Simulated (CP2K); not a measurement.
Two runs for the C K edge of vinylsilane. Run A: CP2K XAS_TDP, all-electron GAPW, PBEh(45%), aug-pc-1, TDA, no relativity. Run B differs in one setting.

First lines with a strength over 0.0015. A:

| atom | energy (eV) | states | strength, one atom |
| --- | --- | --- | --- |
| C1 (bonded to C and 2 H) | 280.43 | 1 | 0.0565 |
|  | 284.06 | 1 | 0.0057 |
|  | 284.60 | 1 | 0.0193 |
|  | 285.27 | 1 | 0.0034 |
|  | 285.62 | 1 | 0.0031 |
| C2 (bonded to C, Si and H) | 280.33 | 1 | 0.0490 |
|  | 283.66 | 1 | 0.0069 |
|  | 284.23 | 1 | 0.0198 |
|  | 284.48 | 1 | 0.0025 |
|  | 284.85 | 1 | 0.0034 |

B:

| atom | energy (eV) | states | strength, one atom |
| --- | --- | --- | --- |
| C1 (bonded to C and 2 H) | 282.48 | 1 | 0.0602 |
|  | 286.26 | 1 | 0.0058 |
|  | 286.70 | 1 | 0.0204 |
|  | 287.29 | 1 | 0.0019 |
|  | 287.41 | 1 | 0.0029 |
| C2 (bonded to C, Si and H) | 282.31 | 1 | 0.0525 |
|  | 285.63 | 1 | 0.0095 |
|  | 286.32 | 1 | 0.0221 |
|  | 286.55 | 1 | 0.0015 |
|  | 286.96 | 1 | 0.0031 |

Q: Which was it: scalar relativity switched on, the functional, GW2X switched on, the basis?

The functional (functional from PBEh(45%) to BHandHLYP; the lines alone don't name the new value). A functional moves all lines by electronvolts and changes their spacings and strengths. Against PBEh(45%) in aug-pc-1, the leading lines move by +2.05 eV (C1, to 282.48) and +1.98 eV (C2, to 282.31); the strength of C1's goes from 0.0565 to 0.0602. The next line of C1 over the strength cut lies 3.78 eV higher, against 3.63.

[Hosts, paths, dates, database ids (printed as entryN), source tags and the programs' standing remarks are cut or masked in the printed files.]
